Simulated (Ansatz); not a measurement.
# YbAg (Pm-3m): from the cell to its phonons, part 2 of 3

Aim: the vibrations of YbAg (Pm-3m), their spectra, and whether the structure is stable.

Ansatz 0.2.0; DFT PBEsol, scalar-relativistic, plane waves, PAW.

So far. Step 3 (Bringing the structure to rest): Little changed from the start: no atom moved by 0.005 Å and no cell edge by 0.1 %. The relaxed cell has a = 3.576 Å (conventional setting).

## 4. Relaxing to small forces for the phonons

Phonons need a cell at rest on their own settings, so the relaxation is repeated with tight tolerances on forces and stress, using the mesh and the filling of the phonon run that follows.

Input file input.yaml:

```yaml
crystal:
  lattice:
    - [3.5760866279, 0.0, 0.0]
    - [0.0, 3.5760866279, 0.0]
    - [0.0, 0.0, 3.5760866279]
  atoms:
    - { symbol: Yb, position: [0.5, 0.5, 0.5] }
    - { symbol: Ag, position: [0.0, 0.0, 0.0] }
kpoints:
  mp_grid: { grid: [12, 12, 12] }
hamiltonian:
  xc: pbesol
scf:
  occupations: { method: methfessel_paxton, width: 0.2 }
output:
  forces: true
  stress: true
  eigenvalues: true
relax:
  adjacent_minimum: "off"
  f_tol: 0.001
  max_steps: 60
  cell: { stress_tol: 0.01 }
```

Launch:

```
$ ansatz run input.yaml --threads 4 --pin off --max-ram 14336MiB --backend cpu --events-out ev --progress --plain --runs-dir out
```

Numbers of over 12 decimals in the logs are rounded to 6 here.

The program printed:

```text
[...]
Crystal: 2 atoms, lattice volume = 45.732 Å³
Basis set: ecut = 420 eV, 895 PW (Γ), exchange–correlation on 48×48×48 points (8 copies of the dense FFT grid, shifted against one another)
Bands: 26, of which v1, the nominal top of the filled ones, is band 22 counted from 1 (21 counted from 0)
Symmetry: 48 space group operations
[...]
k-points: 84 of 1728
[...]
k-point 83: bands = [... 18 lower, 14.8268, 14.8268, 14.8811, 14.8811, 14.8811, 17.8564, 21.7520, 21.7520]
--- Relaxed structure (3 steps of the walk, 3 accepted, 1 SCFs on fresh bases) ---
[...]
cell:  # Å, volume = 45.4787 Å³
    - [3.569461, 0, 0]
    - [0, 3.569461, 0.0]
    - [0, 0.0, 3.569461]
  atoms:
    - { symbol: Yb, position: [0.5, 0.5, 0.5] }
    - { symbol: Ag, position: [0, 0, 0] }
[key lines of the parts left out:]
SCF converged after 8 iterations
Free energy (F): -21199.340370 eV
Fermi energy:    15.045755 eV
P = ⅓ Tr σ = -0.0006 GPa (-0.006 kbar)
```

The job ended after 3.5 s (4 threads of Intel Xeon 6975P-C (Granite Rapids), shared host; peak memory 0.49 GiB).

The steps of the relaxation:

| step | energy less that of the first step (eV) | largest force component (eV/Å) | pressure (GPa) | volume (Å³) |
| --- | --- | --- | --- | --- |
| 1 | 0.0000 | 0.0000 | -0.31 | 45.73 |
| 2 | -0.0003 | 0.0000 | 0.07 | 45.42 |
| 3 | -0.0003 | 0.0000 | 0.00 | 45.48 |
| 4* | -0.0002 | 0.0000 | 0.00 | 45.48 |

Relaxation steps marked * repeat the geometry before them on a plane-wave basis chosen anew for their cell, so energy and pressure can jump there.

Forces are held to the 48 operations that the run works with; a distortion that breaks them can't arise in this run.

```csv
"conventional cell, symmetrised",before,after,change
a (Å),3.576,3.569,-0.2 %
b (Å),3.576,3.569,-0.2 %
c (Å),3.576,3.569,-0.2 %
volume (Å³/atom),22.87,22.74,-0.6 %
```

The relaxed structure:

```xyz
2
Lattice="3.5695 0.0000 0.0000 0.0000 3.5695 0.0000 0.0000 0.0000 3.5695" Properties=species:S:1:pos:R:3 pbc="T T T"
Yb    1.7847    1.7847    1.7847
Ag    0.0000    0.0000    0.0000
```

This step gave:

* pressure: -6.42e-4 GPa
* volume per atom: 22.74 Å³

The forces vanish by symmetry and the pressure is -0.001 GPa, within the tolerances set. The cell now holds 22.74 Å³/atom.

## 5. Modes at Γ

The zone centre comes first: it holds the modes that light can see, as far as symmetry allows. No field response is asked, since the mesh shows no gap.

input.yaml, the sections that differ from step 4:

```yaml
crystal:
  lattice:
    - [3.5694605061, 0.0, 0.0]
    - [0.0, 3.5694605061, 0.0]
    - [0.0, 0.0, 3.5694605061]
  atoms:
    - { symbol: Yb, position: [0.5, 0.5, 0.5] }
    - { symbol: Ag, position: [0.0, 0.0, 0.0] }
output:
  eigenvalues: true
phonons:
  method: dfpt
# kpoints, hamiltonian, scf: as in step 4
# relax: removed
```

The program printed:

```text
[...]
Crystal: 2 atoms, lattice volume = 45.479 Å³
Basis set: ecut = 420 eV, 895 PW (Γ), exchange–correlation on 48×48×48 points (8 copies of the dense FFT grid, shifted against one another)
Bands: 26, of which v1, the nominal top of the filled ones, is band 22 counted from 1 (21 counted from 0)
Symmetry: 48 space group operations
k-points: 196 of 1728 (irreducible under 8 space group operations, time reversal used)
[...]
SCF iter   1: F=—  HF=-21200.185692 eV  |F-HF|=—  |Δ(HF+E_count)|=         —  Δρ=8.77e-2  dr2=4.39e0  ethr=3.10e-3  ⟨swp⟩=5.0  Hψ=22684  notcnv=0
[...]
SCF iter  14: F=-21199.340370 eV  HF=-21199.340370 eV  |F-HF|=3.64e-12  |Δ(HF+E_count)|=    0.00e0  S|Δr|=    0.00e0  Δρ=7.22e-8  dr2=2.39e-12  ethr=1.00e-12  ⟨swp⟩=9.0  Hψ=30140  notcnv=0
SCF 1 converged in 14 iterations: F = -21199.340370 eV  dr2 = 2.39e-12
[...]
DFPT response loops at Γ: preconditioner auto → Kerker (q_TF=auto, 2.703 Å⁻¹) (partly filled bands, converged f_vac=0.000); β = 1.00, the filter's whole step (`scf.mixing.beta` (0.50) is not read by the response loops under this deck's `scf.mixing.preconditioner`; to damp them name `kerker` or `kerker_dos`, under which they read `scf.mixing.beta`, and type it under 1.00, their step now; both keys bind the ground state too); Broyden in place of MSR1
SCF converged after 14 iterations
[...]
Free energy (F): -21199.340370 eV
[...]
Internal energy: -21199.447467 eV  (E = F + TS)
E sigma→0 (E₀):  -21199.367144 eV
Entropy (-TS):   0.107097 eV (53.548 meV/atom)
Fermi energy:    15.045755 eV
[...]
--- Band table (eV; the first three rows and the last of 196) ---
  k-point 0: bands = [... 18 lower, 14.8291, 14.8291, 14.8707, 16.8843, 16.8843, 21.4326, 21.4326, 21.4326]
  k-point 1: bands = [... 18 lower, 14.8336, 14.8336, 14.8727, 16.8343, 16.8637, 20.4962, 20.4962, 21.0868]
  k-point 2: bands = [... 18 lower, 14.8467, 14.8467, 14.8783, 16.5530, 16.8058, 19.6394, 19.6394, 20.5904]
  k-point 195: bands = [... 18 lower, 14.8268, 14.8268, 14.8811, 14.8811, 14.8811, 17.8564, 21.7520, 21.7520]
--- Phonons (Γ-DFPT): 2 representative perturbations + reference, on 196 of 1728 k-points (Σ response iterations 7) ---
  k mesh reduced under 8 symmetry operations, with k and −k counted as one. Each operation leaves every solved perturbation unchanged. A smaller set is not used because it would not reduce the number of displacements times k-points to solve
  ASR residual: 2.515e-4 → 0.000e0 eV/Å²; symmetrization residual: 2.303e-5 eV/Å²
  ASR residual per site (eV/Å²): 2.52e-4 2.19e-5
  Γ frequencies (cm⁻¹): 0.00 0.00 0.00 109.49 109.49 109.49
  non-analytic LO–TO correction: not included (Born effective charges unavailable; polar crystals: no LO–TO splitting at Γ)
```

Run time: 9.3 s. Hardware: 4 threads; peak memory 0.97 GiB; 33 s of CPU time.

Reading the cycles: dr2 is the Hartree energy of the density residual (eV), the measure of convergence; HF is the Harris–Foulkes estimate of the energy, which meets the free energy F at convergence.

Numbers from this step:

- sum-rule residual before enforcement: 2.52e-4 eV/Å²
- point group: m-3m
- highest optical mode at the zone centre (no LO-TO term): 109.5 cm⁻¹
- lowest optical zone-centre mode: 109.5 cm⁻¹

Patterns of degenerate modes are one choice out of their space. Modes at Γ, with each element's share of the kinetic energy:

| mode | frequency (cm⁻¹) | symmetry | Yb % | Ag % |
| --- | --- | --- | --- | --- |
| 1 | 0.0 | acoustic | 62 | 38 |
| 2 | 0.0 | acoustic | 62 | 38 |
| 3 | 0.0 | acoustic | 62 | 38 |
| 4 | 109.5 | T1u | 38 | 62 |
| 5 | 109.5 | T1u | 38 | 62 |
| 6 | 109.5 | T1u | 38 | 62 |

Displacements in mode 4 (109.5 cm⁻¹), the largest set to 1:
```
Yb1  0.00  0.00 -0.62
Ag2  0.00  0.00  1.00
```

Before it was imposed, the acoustic sum rule was missed by 2.5e-4 eV/Å². Small misses are needed for a sound result but don't prove that mesh and cutoff are converged. The lowest optical mode is real, 109 cm⁻¹.

## 6. Phonons on a q mesh

Stability and thermal properties need the whole zone. Linear response on a 4×4×4 q mesh gives force constants as far as a supercell of that size would.

Changes to input.yaml since step 5:

```diff
@@ -18 +18,8 @@
   method: dfpt
+  qmesh: [4, 4, 4]
+  temperatures: { t_max: 1000, t_step: 50 }
+  qpath:
+    path:
+      - [[0.0, 0.0, 0.0], [0.0, 0.5, 0.0], [0.5, 0.5, 0.0], [0.0, 0.0, 0.0], [0.5, 0.5, 0.5], [0.0, 0.5, 0.0]]
+      - [[0.5, 0.5, 0.5], [0.5, 0.5, 0.0]]
+    npoints: 10
```

The program printed:

```text
[...]
Crystal: 2 atoms, lattice volume = 45.479 Å³
Basis set: ecut = 420 eV, 895 PW (Γ), exchange–correlation on 48×48×48 points (8 copies of the dense FFT grid, shifted against one another)
Bands: 26, of which v1, the nominal top of the filled ones, is band 22 counted from 1 (21 counted from 0)
Symmetry: 48 space group operations
k-points: 84 of 1728
[...]
SCF iter   1: F=—  HF=-21200.185471 eV  |F-HF|=—  |Δ(HF+E_count)|=         —  Δρ=8.77e-2  dr2=4.39e0  ethr=3.10e-3  ⟨swp⟩=5.0  Hψ=9769  notcnv=0
[...]
SCF iter  14: F=-21199.340370 eV  HF=-21199.340370 eV  |F-HF|=3.64e-12  |Δ(HF+E_count)|=  1.46e-11  S|Δr|=    0.00e0  Δρ=7.30e-8  dr2=2.39e-12  ethr=1.00e-12  ⟨swp⟩=9.2  Hψ=13012  notcnv=0
SCF 1 converged in 14 iterations: F = -21199.340370 eV  dr2 = 2.39e-12
[...]
phonons: the bands overlap, so this run is a metal and interpolates without the dipole-dipole term. If the crystal is really an insulator or semiconductor, its LO-TO splitting is missing
NSCF: frozen V_eff on 84 k-points
[...]
DFPT response loops at q = (0, 0, 0) (fractional): preconditioner auto → Kerker (q_TF=auto, 2.703 Å⁻¹) (partly filled bands, converged f_vac=0.000); β = 1.00, the filter's whole step (`scf.mixing.beta` (0.50) is not read by the response loops under this deck's `scf.mixing.preconditioner`; to damp them name `kerker` or `kerker_dos`, under which they read `scf.mixing.beta`, and type it under 1.00, their step now; both keys bind the ground state too); Broyden in place of MSR1
[...]
SCF converged after 14 iterations
[...]
Free energy (F): -21199.340370 eV
[...]
Internal energy: -21199.447467 eV  (E = F + TS)
E sigma→0 (E₀):  -21199.367144 eV
Entropy (-TS):   0.107096 eV (53.548 meV/atom)
Fermi energy:    15.045755 eV
[...]
--- Band table (eV; the first three rows and the last of 84) ---
  k-point 0: bands = [... 18 lower, 14.8291, 14.8291, 14.8707, 16.8843, 16.8843, 21.4326, 21.4326, 21.4326]
  k-point 1: bands = [... 18 lower, 14.8336, 14.8336, 14.8727, 16.8343, 16.8637, 20.4962, 20.4962, 21.0868]
  k-point 2: bands = [... 18 lower, 14.8467, 14.8467, 14.8783, 16.5530, 16.8058, 19.6394, 19.6394, 20.5904]
  k-point 83: bands = [... 18 lower, 14.8268, 14.8268, 14.8811, 14.8811, 14.8811, 17.8564, 21.7520, 21.7520]
--- Phonons (Γ-DFPT): 2 representative perturbations + reference (Σ response iterations 7) ---
  ASR residual: 4.420e-5 → 0.000e0 eV/Å²; symmetrization residual: 1.898e-5 eV/Å²
  ASR residual per site (eV/Å²): 1.62e-5 4.42e-5
  Γ frequencies (cm⁻¹): 0.00 0.00 0.00 109.49 109.49 109.49
--- Phonons (arbitrary-q DFPT): 10 irreducible q on the 4×4×4 mesh ---
  q = [0.0000, 0.0000, 0.0000] (star 1, of the zone-centre solve; hermiticity 1.30e-5, symmetrization 4.48e-12): -0.00 0.00 0.00 109.49 109.49 109.49
  q = [0.0000, 0.0000, 0.2500] (star 6, 4 solved perturbations in 1848 linear systems a pass and spin channel, the states on 588 of 1728 k-point pairs; hermiticity 5.94e-6, symmetrization 2.63e-12): 40.73 40.73 56.12 101.68 101.90 101.90
[...]
q = [0.0000, 0.2500, -0.5000] (star 12, 6 solved perturbations on 588 of 1728 k-point pairs; hermiticity 3.83e-6, symmetrization 5.95e-7): 42.81 58.98 66.93 88.14 100.92 111.50
[...]
sum rule: each row above includes the acoustic sum rule's correction from the zone centre's row sums; it moved no ω² by more than (0.33 cm⁻¹)²
  mesh force constants: q→R imaginary residual 2.58e-18; ASR residual 4.420e-5 → 0.000e0 eV/Å²; symmetrization residual 3.553e-15 eV/Å²
  interpolated dispersion: 62 rows × 6 modes
  density of states and harmonic sums: on the 20×20×20 q-mesh, interpolated from the force constants of a 4×4×4 supercell (no non-analytic term)
  largest difference from the sums on the solved wave vectors: F 1.52e-2 eV, S 1.92e-5 and C_V 4.01e-6 eV/K
  zero-point energy: 0.028947 eV/cell   skipped modes (ω ≤ 0): 3   left out of the sums: 6.25e-5 of the cell's modes: C_V's classical limit lies that fraction below 3 k_B per atom; for a crystal, a wire or a layer, F and S can be off by more, and a phonons.interpolated_qmesh denser along its periods is the remedy for the sampling
```

Wall time 4.5 min (4 threads); peak memory 3 GiB.

Numbers from this step:

| Item | Value |
| --- | --- |
| sum-rule residual before enforcement | 4.42e-5 eV/Å² |
| lowest frequency on the path | 0 cm⁻¹ |
| highest frequency on the path or at a solved wavevector | 116.4 cm⁻¹ |
| mean frequency | 77.8 cm⁻¹ |
| Debye temperature (second moment) | 152 K |
| logarithmic mean frequency | 72.8 cm⁻¹ |
| lowest mode on the q mesh (acoustic modes at Γ apart) | 29.41 cm⁻¹ |
| zero-point energy per atom | 14.47 meV |
| heat capacity at 300 K | 24.62 J/(mol atoms K) |
| vibrational entropy at 300 K | 51.34 J/(mol atoms K) |

Frequencies (cm⁻¹) solved at each irreducible wavevector; negative means imaginary. Frequencies by wavevector, by row:

```
q in reciprocal lattice units  star  mode 1  mode 2  mode 3  mode 4  mode 5  mode 6
                        0 0 0     1       0       0       0   109.5   109.5   109.5
                     0 0 0.25     6    40.7    40.7    56.1   101.7   101.9   101.9
                     0 0 -0.5     3    66.1    66.1    77.2    87.3    87.3      99
                  0 0.25 0.25    12    29.4    53.2    80.6    84.7    96.5   109.7
                  0 0.25 -0.5    12    42.8      59    66.9    88.1   100.9   111.5
                  0 -0.5 -0.5     3    30.8    30.8    66.2    89.1   116.4   116.4
               0.25 0.25 0.25     8    52.3    52.3    66.2    93.1   102.9   102.9
               0.25 0.25 -0.5    12    41.7    60.6      80    84.5    99.2   111.7
               0.25 -0.5 -0.5     6      54      54    80.8    82.1   111.4   111.4
               -0.5 -0.5 -0.5     1    73.2    73.2    73.2     103     103     103
```

Interpolated from a 4×4×4 q mesh. The phonon branches at the labelled points (cm⁻¹):

| point | branch 1 | branch 2 | branch 3 | branch 4 | branch 5 | branch 6 |
| --- | --- | --- | --- | --- | --- | --- |
| Γ | 0 | 0 | 0 | 110 | 110 | 110 |
| halfway | 41 | 41 | 56 | 102 | 102 | 102 |
| X | 66 | 66 | 77 | 87 | 87 | 99 |
| halfway | 43 | 59 | 67 | 88 | 101 | 112 |
| M | 31 | 31 | 66 | 89 | 116 | 116 |
| halfway | 29 | 53 | 81 | 85 | 96 | 110 |
| Γ | 0 | 0 | 0 | 110 | 110 | 110 |
| halfway | 52 | 52 | 66 | 93 | 103 | 103 |
| R | 73 | 73 | 73 | 103 | 103 | 103 |
| halfway | 42 | 61 | 80 | 84 | 99 | 112 |
| X | 66 | 66 | 77 | 87 | 87 | 99 |
| jump to R | 73 | 73 | 73 | 103 | 103 | 103 |
| halfway | 54 | 54 | 81 | 82 | 111 | 111 |
| M | 31 | 31 | 66 | 89 | 116 | 116 |

The phonon branches as a text plot (rows in cm⁻¹):

```
    114 |           *******                         *         ***
    109 |**        * *   * **********             ** **    ***
    104 |  **     * *     *    **    ****  ********    *  *
     99 |   ******            **    *    ***     * **   **
     95 |     *    *       ***          *         *  **    *
     90 |      * **********   *      **            *   *    *  **
     85 |       **           *         *            * ****    *
     80 |        *           *                     ***  *   **
     75 |      ** *                    *      *****   ** ***
     70 |     *            ** *             **  *     **  *   **
     65 |    * ************          ** *  *     **  *  ** *    *
     61 |                  **            ** *      **   *   *
     56 |   * *           *    *         ***      *          *
     51 |         * *        *          *              *
     46 |    *     * *   *    *     *              *  *
     41 |   *                          *            **        *
     36 |  *        *** *      **                              *
     32 |             ********       **                         *
     27 |  *                  *    *
     22 | *                    ***  *
     17 | *                     *
     12 |*                       * *
      7 |*                       *
      2 |                         *
         Γ      X      M          Γ            R        X|R     M
```

(Continued in part 3 of 3.)

[Logs are printed without paths, hosts, clocks, repeated set-up lines and the standing remarks that a program may print on its own settings, such as how far it seeks lower states.]

[Hosts, paths, dates, database ids (printed as entryN), source tags and the programs' standing remarks are cut or masked in the printed files.]
